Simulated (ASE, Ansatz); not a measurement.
# Local environments in H-capped CdS nanowire along [112] (50 atoms)

The cell holds 50 atoms: 15 Cd, 13 S and 22 H. Cell: a = 21.004 Å, b = 20.598 Å, c = 7.126 Å, α = 90.0°, β = 90.0°, γ = 90.0°. It derives from CdS (zinc-blende). Hexagon section of size parameter 5.53 Å cut from zinc-blende CdS (a = 5.818 Å) along [112], 1 period, broken bonds capped with H, 10 Å of vacuum. Regions: wire, 28 atoms (15 Cd and 13 S); hydrogen, 22 atoms (22 H). Vacuum lies along a and b. The structure repeats along c.

Computed with Ansatz 0.2.0: Kohn-Sham DFT, PBEsol, PAW (set soft_2), plane waves; cutoff 420 eV, k-mesh 1×1×2, fermi-dirac smearing of 0.025 eV. Geometry: the geometry as built.

The whole cell was solved; only parts of it are printed.

The surroundings of H50, which bears the longest force, nearest first, numbered as they follow in the input and with coordinates relative to it.

```csv
atom,x,y,z,distance (Å),bonds,Löwdin charge (e),Fx,Fy,Fz (eV/Å)
H50,0.00,0.00,0.00,0.00,1,-0.26,-0.36,0.46,1.73
H45,-0.65,0.01,1.17,1.34,1,-0.25,0.79,0.28,-1.04
Cd28,0.01,-0.57,-1.56,1.66,4,1.20,1.17,-0.07,-1.06
H49,1.42,-0.01,-2.43,2.81,1,-0.38,-0.12,0.08,0.06
Cd24,-2.05,-0.56,1.98,2.90,4,1.20,0.12,-0.71,0.08
S25,-2.07,0.25,-2.78,3.48,4,-0.63,-0.15,-0.36,0.22
S27,0.05,-3.09,-1.60,3.48,4,-0.62,-1.52,0.32,-0.17
H46,-2.03,1.59,-2.79,3.80,1,0.20,0.02,0.30,0.05
H48,1.11,-3.53,-0.95,3.82,1,0.21,0.77,-0.29,0.56
S17,-4.08,0.28,0.76,4.16,4,-0.62,0.01,0.04,-0.04
S23,-1.99,-3.10,1.98,4.18,4,-1.06,-0.75,0.56,0.16
H47,1.42,-3.39,2.35,4.37,1,-0.46,0.42,0.20,-0.24
Cd22,-2.05,-3.92,-0.39,4.45,4,1.25,0.24,-0.83,0.25
Cd16,-4.11,-0.60,-1.61,4.45,4,1.26,0.07,-0.23,0.10
H40,-4.07,1.63,0.77,4.46,1,0.19,-0.01,0.01,-0.01
S25,-2.07,0.25,4.34,4.82,4,-0.63,-0.15,-0.36,0.22
H49,1.42,-0.01,4.70,4.91,1,-0.38,-0.12,0.08,0.06
Cd26,0.03,-3.90,3.17,5.03,4,1.21,0.75,-0.28,-0.42
H46,-2.03,1.59,4.33,5.04,1,0.20,0.02,0.30,0.05
S15,-4.09,-3.08,-1.59,5.36,4,-1.05,0.07,0.69,0.06
Cd26,0.03,-3.90,-3.96,5.56,4,1.21,0.75,-0.28,-0.42
Cd24,-2.05,-0.56,-5.15,5.57,4,1.20,0.12,-0.71,0.08
Cd28,0.01,-0.57,5.56,5.59,4,1.20,1.17,-0.07,-1.06
```

The column of bonds counts only the pairs H-Cd within 2.12 Å, H-S within 1.70 Å, Cd-S within 2.98 Å; other neighbours, such as metal atoms beside each other in a compound, aren't counted, and periodic images can show an atom twice.

A closer look about H48, whose charge lies farthest from its element's mean: 30 atoms, nearest first, numbered in the order of the input, with positions taken from that point.

```csv
atom,x,y,z,distance (Å),bonds,Löwdin charge (e),Fx,Fy,Fz (eV/Å)
H48,0.00,0.00,0.00,0.00,1,0.21,0.77,-0.29,0.56
S27,-1.06,0.44,-0.65,1.32,4,-0.62,-1.52,0.32,-0.17
Cd28,-1.10,2.96,-0.61,3.22,4,1.20,1.17,-0.07,-1.06
Cd26,-1.08,-0.37,-3.01,3.22,4,1.21,0.75,-0.28,-0.42
Cd22,-3.16,-0.39,0.56,3.24,4,1.25,0.24,-0.83,0.25
H47,0.31,0.14,3.31,3.32,1,-0.46,0.42,0.20,-0.24
H42,0.28,-3.19,0.92,3.33,1,-0.38,0.29,0.11,-0.18
H50,-1.11,3.53,0.95,3.82,1,-0.26,-0.36,0.46,1.73
H49,0.31,3.52,-1.48,3.83,1,-0.38,-0.12,0.08,0.06
H47,0.31,0.14,-3.82,3.84,1,-0.46,0.42,0.20,-0.24
H43,-0.01,-3.36,-2.39,4.13,1,0.20,0.28,-0.10,0.23
Cd26,-1.08,-0.37,4.12,4.27,4,1.21,0.75,-0.28,-0.42
S23,-3.10,0.43,2.93,4.29,4,-1.06,-0.75,0.56,0.16
Cd18,-1.11,-3.79,1.74,4.31,4,1.25,0.17,0.14,-0.26
S21,-3.12,-2.93,0.58,4.32,4,-1.04,-0.28,0.96,0.07
S19,-1.11,-2.92,-3.02,4.34,4,-0.62,-0.67,0.44,-0.09
H45,-1.76,3.54,2.12,4.49,1,-0.25,0.79,0.28,-1.04
S19,-1.11,-2.92,4.11,5.16,4,-0.62,-0.67,0.44,-0.09
S23,-3.10,0.43,-4.19,5.23,4,-1.06,-0.75,0.56,0.16
Cd24,-3.16,2.97,2.93,5.23,4,1.20,0.12,-0.71,0.08
Cd20,-3.18,-3.77,-1.80,5.25,4,1.22,-0.16,0.03,0.25
S15,-5.20,0.45,-0.64,5.26,4,-1.05,0.07,0.69,0.06
S25,-3.18,3.78,-1.83,5.27,4,-0.63,-0.15,-0.36,0.22
H43,-0.01,-3.36,4.73,5.81,1,0.20,0.28,-0.10,0.23
H41,-1.11,-5.46,1.74,5.84,1,-0.34,0.12,-0.64,0.02
Cd14,-5.20,-0.36,-3.00,6.01,4,1.24,-0.01,-0.68,-0.49
Cd16,-5.22,2.93,-0.66,6.02,4,1.26,0.07,-0.23,0.10
Cd24,-3.16,2.97,-4.20,6.03,4,1.20,0.12,-0.71,0.08
H46,-3.14,5.12,-1.84,6.28,1,0.20,0.02,0.30,0.05
H45,-1.76,3.54,-5.01,6.38,1,-0.25,0.79,0.28,-1.04
```

The column of bonds counts only the pairs H-Cd within 2.12 Å, H-S within 1.70 Å, Cd-S within 2.98 Å; other neighbours, such as metal atoms beside each other in a compound, aren't counted, and periodic images can show an atom twice.

The surroundings of H45, picked at random, nearest first, numbered as they follow in the input and with coordinates relative to it.

```csv
atom,x,y,z,distance (Å),bonds,Löwdin charge (e),Fx,Fy,Fz (eV/Å)
H45,0.00,0.00,0.00,0.00,1,-0.25,0.79,0.28,-1.04
H50,0.65,-0.01,-1.17,1.34,1,-0.26,-0.36,0.46,1.73
Cd24,-1.39,-0.57,0.81,1.71,4,1.20,0.12,-0.71,0.08
Cd28,0.66,-0.58,-2.73,2.87,4,1.20,1.17,-0.07,-1.06
S17,-3.43,0.27,-0.40,3.46,4,-0.62,0.01,0.04,-0.04
S23,-1.33,-3.11,0.81,3.48,4,-1.06,-0.75,0.56,0.16
S25,-1.42,0.24,3.17,3.49,4,-0.63,-0.15,-0.36,0.22
H46,-1.38,1.58,3.16,3.80,1,0.20,0.02,0.30,0.05
H40,-3.42,1.62,-0.39,3.81,1,0.19,-0.01,0.01,-0.01
H49,2.07,-0.02,3.53,4.09,1,-0.38,-0.12,0.08,0.06
H49,2.07,-0.02,-3.60,4.15,1,-0.38,-0.12,0.08,0.06
H47,2.07,-3.40,1.19,4.16,1,-0.46,0.42,0.20,-0.24
S25,-1.42,0.24,-3.95,4.21,4,-0.63,-0.15,-0.36,0.22
S27,0.70,-3.10,-2.77,4.22,4,-0.62,-1.52,0.32,-0.17
Cd26,0.68,-3.91,2.00,4.45,4,1.21,0.75,-0.28,-0.42
Cd22,-1.40,-3.93,-1.56,4.46,4,1.25,0.24,-0.83,0.25
Cd16,-3.45,-0.61,-2.78,4.48,4,1.26,0.07,-0.23,0.10
H46,-1.38,1.58,-3.96,4.48,1,0.20,0.02,0.30,0.05
Cd28,0.66,-0.58,4.40,4.48,4,1.20,1.17,-0.07,-1.06
H48,1.76,-3.54,-2.12,4.49,1,0.21,0.77,-0.29,0.56
S15,-3.44,-3.09,-2.76,5.39,4,-1.05,0.07,0.69,0.06
S27,0.70,-3.10,4.36,5.40,4,-0.62,-1.52,0.32,-0.17
```

The column of bonds counts only the pairs H-Cd within 2.12 Å, H-S within 1.70 Å, Cd-S within 2.98 Å; other neighbours, such as metal atoms beside each other in a compound, aren't counted, and periodic images can show an atom twice.

Length of the force by element:

```csv
element,coordination,atoms,mean length of the force (eV/Å),spread,least,most
Cd,all,15,0.680,0.351,0.257,1.58
H,all,22,0.654,0.480,0.0116,1.83
S,all,13,0.74,0.392,0.0565,1.56
```

Löwdin charges by element (they lack the spilled electrons, 0.077 e an atom on average):

```csv
element,coordination,atoms,mean charge (e),spread,least,most
Cd,all,15,1.23,0.0203,1.20,1.26
H,all,22,-0.177,0.264,-0.462,0.213
S,all,13,-0.820,0.212,-1.06,-0.619
```

Caps of real hydrogen don't mimic the fractional bonds of a polar compound, so surface states and strained caps may belong to the model. The Löwdin charges lack the electrons that the projection spills, 0.077 e an atom on average.

[Logs are printed without paths, hosts, clocks, repeated set-up lines and the standing remarks that a program may print on its own settings, such as how far it seeks lower states.]

[Hosts, paths, dates, database ids (printed as entryN), source tags and the programs' standing remarks are cut or masked in the printed files.]
